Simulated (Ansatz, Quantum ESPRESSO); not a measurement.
# CoSi2(111), 3 trilayers against a metal electrode: the electrode's level over the Fermi level at a withheld member of a series

Method. Quantum ESPRESSO 7.5, PBE, GBRV ultrasoft. The slab is relaxed neutral, then held. ESM with bc3: vacuum below and a metal electrode about 6 Å above the top atoms. Cold smearing of 0.02 Ry. Charges are set per cell from the starting area. The slabs take the lattice constants of the bulk relaxed by the same program. The series steps the charge of the slab (positive: electrons removed).

| charge of the slab | electrode's level over the Fermi level (eV) |
| --- | --- |
| 1 ×10¹³ e/cm² | 5.977 |
| 2 ×10¹³ e/cm² | 6.844 |
| 3 ×10¹³ e/cm² | 7.713 |
| 4.5 ×10¹³ e/cm² | 9.026 |
| 6 ×10¹³ e/cm² | 10.347 |
| 7 ×10¹³ e/cm² | 11.231 |

To predict: What is the electrode's level over the Fermi level at 8 ×10¹³ e/cm²?

By hand: The rows at 6 ×10¹³ e/cm² and 7 ×10¹³ e/cm² give a slope of (11.231 − (10.347))/(7 − (6)) = 0.884, so a straight line gives 12.115 eV. A parabola through these and the row at 4.5 ×10¹³ e/cm² gives 12.118 eV.

**The withheld run.** 12.118 eV. The line misses by −0.003 and the parabola by 0.000 eV. Both misses are under 5 % of the step from the nearer row.

Caveats: Vacuum fills the gap; ions don't answer the charge; added electrons can spill towards the electrode at the most negative charges. Members without a usable value, or on the other side of zero field or charge, are not listed.
